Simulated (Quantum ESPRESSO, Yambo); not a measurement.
Four G0W0 runs on NaCl (Fm-3m).

The database entry behind the starting cell differs from later determinations by our own check (an axis about 0.4 % short against later determinations), so it need not match the best structure at ambient conditions.

The structure is cubic, space group Fm-3m (No. 225). Conventional cell: a = 5.620 Å, b = 5.620 Å, c = 5.620 Å, α = 90.00°, β = 90.00°, γ = 90.00°. Nearest to Na lie 6 Cl at 2.81 Å. Nearest to Cl lie 6 Na at 2.81 Å. Farther neighbours and most contacts between anions are not listed.

```
Na Cl
1.0
     0.00000    2.81000    2.81000
     2.81000    0.00000    2.81000
     2.81000    2.81000    0.00000
Na Cl
1 1
Cartesian
  0.0000 0.0000 0.0000
  2.8100 2.8100 2.8100
```

The cell and positions come from the Crystallography Open Database and are kept as given unless a step says otherwise.

Program: Yambo 5.3.0; PBE start, 4×4×4 mesh, Godby-Needs plasmon pole.

```csv
bands,screening cutoff (eV),gap on the mesh (eV)
140,210.9,8.093
531,210.9,8.181
140,353.7,8.108
```

Q: If the two steps added up, what gap would 531 bands at 353.7 eV give? Do they add up?

From the first row, the second adds +0.088 eV and the third +0.015 eV, so the sum predicts 8.093 +0.088 +0.015 = 8.196 eV. The run gave 8.223 eV, +0.027 eV from that. They don't add up: at the higher cutoff the same bands are worth +0.115 eV. High empty states act through short-wavelength screening, so a band sum at a low cutoff levels off early.

Limits: not at the basis limit; coarse k mesh.

[Paths, hosts, dates, memory and timing lines, banners, echoed tables and standing remarks are left out of the program output.]

[Logs are printed without paths, hosts, clocks, repeated set-up lines and the standing remarks that a program may print on its own settings, such as how far it seeks lower states.]

[Runs of the session that timed out or met a known fault of the program may be left out.]

[Hosts, paths, dates, database ids (printed as entryN), source tags and the programs' standing remarks are cut or masked in the printed files.]
